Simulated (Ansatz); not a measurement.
# Sc on Nb(110): change of the work function, part 5 of 5

How does Sc on the hollow site change the work function of Nb(110) as the layer fills?

Ansatz 0.2.0; plane-wave DFT, PBE, Ansatz PAW (the session's first sound run).

So far, work function, upper face (eV): step 2 (the clean slab, PBE) 4.49; step 6 (the 0.25 ML cell at another level of theory, cutoff 500 eV, functional r2SCAN) 2.54; step 7 (the 0.25 ML cell at another level of theory, cutoff 420 eV, functional revpbe) 2.49; step 8 (the 0.25 ML cell at another level of theory, cutoff 420 eV, functional PBEsol) 2.65; step 10 (a changed input, PBE) 2.78.

## 11. The same run with other settings: scf.convergence.dr2_threshold = 1e-09

System of this step: Nb(110). The cell holds 4 atoms: 4 Nb. Its edges and angles: a = 2.858 Å, b = 2.858 Å, c = 25.000 Å, α = 90.0°, β = 90.0°, γ = 70.5°. Vacuum lies along c.

Another changed input: it repeats the earlier run at 0 ML with scf.convergence.dr2_threshold from 1e-08 to 1e-09.

Contents of input.yaml:

```yaml
crystal:
  lattice:
    - [2.3334523779, -1.65, 0.0]
    - [2.3334523779, 1.65, 0.0]
    - [0.0, 0.0, 25.0003571337]
  atoms:
    - { symbol: Nb, position: [0.0, 0.0, 0.3599948573] }
    - { symbol: Nb, position: [0.5, 0.5, 0.4533316191] }
    - { symbol: Nb, position: [0.0, 0.0, 0.5466683809] }
    - { symbol: Nb, position: [0.5, 0.5, 0.6400051427] }
kpoints:
  mp_grid: { grid: [11, 11, 1] }
hamiltonian:
  xc: pbe
scf:
  occupations: { method: fermi_dirac, width: 0.1 }
  convergence: { dr2_threshold: 1.0e-09 }
efield:
  axis: 3
  dipole_correction: true
  ramp_position: 0.97
  ramp_width: 0.06
relax:
  f_tol: 0.02
  max_steps: 60
  constraints: [{ sites: [0, 1] }]
output:
  write_potential: true
  write_density: true
  volumetric_format: npy
```

Launch:

```sh
$ ansatz run input.yaml --threads 4 --pin off --max-ram 6144MiB --backend cpu --events-out ev --progress --plain --runs-dir out
```

Numbers of over 12 decimals in the logs are rounded to 6 here.

The log of the run:

```text
[...]
Crystal: 4 atoms, lattice volume = 192.513 Å³
Basis set: ecut = 420 eV, 3769 PW (Γ), exchange–correlation on 40×40×360 points (8 copies of the dense FFT grid, shifted against one another)
Bands: 32, of which v1, the nominal top of the filled ones, is band 26 counted from 1 (25 counted from 0)
Symmetry: 4 space group operations
k-points: 36 of 121
[...]
SCF iter   1: F=—  HF=-18207.305122 eV  |F-HF|=—  |Δ(HF+E_count)|=         —  Δρ=9.53e-3  dr2=3.20e0  ethr=1.77e-3  p=0.000 e·Å  D=2.85e-14 V/Å  ΔV_dip=-0.00 eV  dr2_dipole=2.46e-7  V_vac-E_F(+/−)=4.88/4.88 eV  ⟨swp⟩=7.8  Hψ=5511  notcnv=0
[...]
SCF iter   9: F=-18207.205616 eV  HF=-18207.205616 eV  |F-HF|=1.60e-9  |Δ(HF+E_count)|=   1.58e-8  Δρ=4.06e-7  dr2=5.55e-10  ethr=1.92e-12  p=0.000 e·Å  D=6.08e-8 V/Å  ΔV_dip=-0.00 eV  dr2_dipole=7.09e-16  V_vac-E_F(+/−)=4.53/4.53 eV  ⟨swp⟩=9.5  Hψ=7819  notcnv=0
SCF 1 converged in 9 iterations: F = -18207.205616 eV  dr2 = 5.55e-10
[...]
relax step   1: F+E_penalty+E_count = -18207.20561636 eV  Δ(F+E_penalty+E_count) = +0.000e0 eV  max|allowed force component| = 4.320e-1 eV/Å  Δτ_max = 0.0000 Å  (9 SCF iters, accepted)
[...]
SCF iter  10: F=-18207.200055 eV  HF=-18207.200055 eV  |F-HF|=9.09e-11  |Δ(HF+E_count)|=   3.11e-9  Δρ=2.09e-7  dr2=2.12e-10  ethr=1.92e-12  p=0.005 e·Å  D=4.31e-3 V/Å  ΔV_dip=-0.11 eV  dr2_dipole=1.02e-10  V_vac-E_F(+/−)=4.43/4.54 eV  ⟨swp⟩=8.7  Hψ=7000  notcnv=0
SCF 2 converged in 10 iterations: F = -18207.200055 eV  dr2 = 2.12e-10
[...]
relax step   2: F+E_penalty+E_count = -18207.20005514 eV  Δ(F+E_penalty+E_count) = +5.561e-3 eV  max|allowed force component| = 6.145e-1 eV/Å  Δτ_max = 0.1197 Å  (10 SCF iters, rejected (line search))
[...]
SCF iter   9: F=-18207.224457 eV  HF=-18207.224457 eV  |F-HF|=1.44e-9  |Δ(HF+E_count)|=   8.55e-9  Δρ=3.59e-7  dr2=4.03e-10  ethr=1.92e-12  p=0.002 e·Å  D=1.74e-3 V/Å  ΔV_dip=-0.04 eV  dr2_dipole=8.60e-13  V_vac-E_F(+/−)=4.49/4.53 eV  ⟨swp⟩=9.1  Hψ=7219  notcnv=0
SCF 3 converged in 9 iterations: F = -18207.224457 eV  dr2 = 4.03e-10
relax step   3: F+E_penalty+E_count = -18207.22445718 eV  Δ(F+E_penalty+E_count) = -1.884e-2 eV  max|allowed force component| = 2.339e-2 eV/Å  Δτ_max = 0.0571 Å  (9 SCF iters, accepted)
SCF iter   1: F=—  HF=-18207.224867 eV  |F-HF|=—  |Δ(HF+E_count)|=         —  Δρ=6.46e-4  dr2=5.71e-3  ethr=7.81e-5  p=0.002 e·Å  D=1.74e-3 V/Å  ΔV_dip=-0.04 eV  dr2_dipole=5.83e-4  V_vac-E_F(+/−)=4.49/4.53 eV  ⟨swp⟩=1.8  Hψ=1870  notcnv=0
[...]
SCF iter   8: F=-18207.224508 eV  HF=-18207.224508 eV  |F-HF|=1.16e-10  |Δ(HF+E_count)|=   2.42e-9  Δρ=2.25e-7  dr2=3.10e-10  ethr=1.92e-12  p=0.002 e·Å  D=1.88e-3 V/Å  ΔV_dip=-0.05 eV  dr2_dipole=5.86e-11  V_vac-E_F(+/−)=4.48/4.53 eV  ⟨swp⟩=8.6  Hψ=7039  notcnv=0
SCF 4 converged in 8 iterations: F = -18207.224508 eV  dr2 = 3.10e-10
relax step   4: F+E_penalty+E_count = -18207.22450759 eV  Δ(F+E_penalty+E_count) = -5.041e-5 eV  max|allowed force component| = 6.361e-3 eV/Å  Δτ_max = 0.0102 Å  (8 SCF iters, accepted)
[...]
SCF converged after 8 iterations
Free energy (F): -18207.224508 eV
[...]
Internal energy: -18207.049824 eV  (E = F + TS)
E sigma→0 (E₀):  -18207.137166 eV
Entropy (-TS):   -0.174683 eV (-43.671 meV/atom)
Fermi energy:    4.002765 eV
Dipole field:    D = 0.001894 V/Å  (p = 0.002015 e·Å, saw-weighted, corrected)
Work function:   Φ+ = 4.4848 eV   Φ− = 4.5322 eV
[...]
--- Forces (eV/Å), atoms counted from 1 ---
  atom   1  Nb     0.00000000     0.00000000     0.37908691
  atom   2  Nb     0.00000000     0.00000000    -0.38984690
  atom   3  Nb     0.00000000     0.00000000     0.00439533
  atom   4  Nb     0.00000000     0.00000000     0.00636133
  max |Σ_I F_I| component: 3.34e-6 eV/Å
--- Band table (eV; the first three rows and the last of 36) ---
  k-point 0: bands = [... 22 lower, 3.4632, 3.5103, 3.6844, 4.0713, 4.1754, 4.6362, 4.6630, 5.7048, ... 2 higher]
  k-point 1: bands = [... 22 lower, 3.3794, 3.4679, 3.6416, 3.9903, 4.2794, 4.3705, 4.7471, 5.2229, ... 2 higher]
  k-point 2: bands = [... 22 lower, 3.1657, 3.3250, 3.5707, 3.6814, 3.8094, 4.3389, 4.9238, 5.1158, ... 2 higher]
  k-point 35: bands = [... 22 lower, 2.5917, 3.3361, 3.6352, 5.2136, 5.4972, 6.3287, 6.4209, 6.6436, ... 2 higher]
--- Relaxed structure (4 steps of the walk, 3 accepted, 0 SCFs on fresh bases) ---
  F+E_penalty+E_count = -18207.22450759 eV   max|allowed force component| = 6.361e-3 eV/Å
  atoms:
    - { symbol: Nb, position: [0.0, 0.0, 0.359995] }
    - { symbol: Nb, position: [0.5, 0.5, 0.4533316191] }
    - { symbol: Nb, position: [0.0, 0.0, 0.547843] }
    - { symbol: Nb, position: [0.5, 0.5, 0.637312] }
```

It took 19 s on 4 threads of Arm Neoverse V1, shared host; peak memory 0.54 GiB.

The steps of the relaxation:

| step | energy less that of the first step (eV) | largest force component (eV/Å) |
| --- | --- | --- |
| 1 | 0.0000 | 0.4320 |
| 2 | 0.0056 | 0.6145 |
| 3 | -0.0188 | 0.0234 |
| 4 | -0.0189 | 0.0064 |

Relaxation step 2 was tried and not accepted.

Forces are held to the 4 operations that the run works with; a distortion that breaks them can't arise in this run.

The atoms that moved most (Å):

| atom | dx | dy | dz | length |
| --- | --- | --- | --- | --- |
| Nb4 | 0.000 | 0.000 | -0.067 | 0.067 |
| Nb3 | 0.000 | 0.000 | 0.029 | 0.029 |

The relaxed structure:

```xyz
4
Lattice="2.3335 -1.6500 0.0000 2.3335 1.6500 0.0000 0.0000 0.0000 25.0004" Properties=species:S:1:pos:R:3
Nb    0.0000    0.0000    9.0000
Nb    2.3335    0.0000   11.3335
Nb    0.0000    0.0000   13.6963
Nb    2.3335    0.0000   15.9330
```

This step gave:

```yaml
energy_at_zero_smearing: -18207.1372 eV
work_function_upper_face: 4.485 eV
work_function_lower_face: 4.532 eV
dipole_along_the_normal: 0.002015 e·Å
step_between_the_vacuum_levels: -0.04735 eV
```

| quantity | this run | earlier run | difference |
| --- | --- | --- | --- |
| work function, upper face (eV) | 4.485 | 4.485 | -3.1e-4 |
| work function, lower face (eV) | 4.532 | 4.532 | 4.3e-4 |
| dipole along the normal (e·Å) | 0.002015 | 0.001984 | 3.2e-5 |

Nothing in the table moves by 0.01 in its unit (for the dipole 0.5 % and 5e-5 e·Å). The run took 36 SCF cycles against 32.

## 12. Results

| Quantity | Value |
| --- | --- |
| work function of the clean face | 4.49 eV |
| work function at 0.25 ML | 2.61 eV |
| work function at 0.5 ML | 2.78 eV |
| dipole per adsorbate at 0.25 ML, positive end outwards | 1.52 D |

Sc lowers the work function of Nb(110) at the lowest coverage, by 1.87 eV: the adsorbate layer has its positive end outwards. The slab has 4 layers, at the tabulated experimental lattice constant, one starting site was run, and quantum-size effects of a slab this thin can reach one or two tenths of an eV. The main runs have no spin polarisation; a magnetic state could lie lower and would change these results.

[Logs are printed without paths, hosts, clocks, repeated set-up lines and the standing remarks that a program may print on its own settings, such as how far it seeks lower states.]

[Hosts, paths, dates, database ids (printed as entryN), source tags and the programs' standing remarks are cut or masked in the printed files.]

[Maps of the electrostatic potential energy from Ansatz leave out the sawtooth potential of an applied field or a dipole correction, so their vacuum need not be flat; planar profiles and work functions include it.]
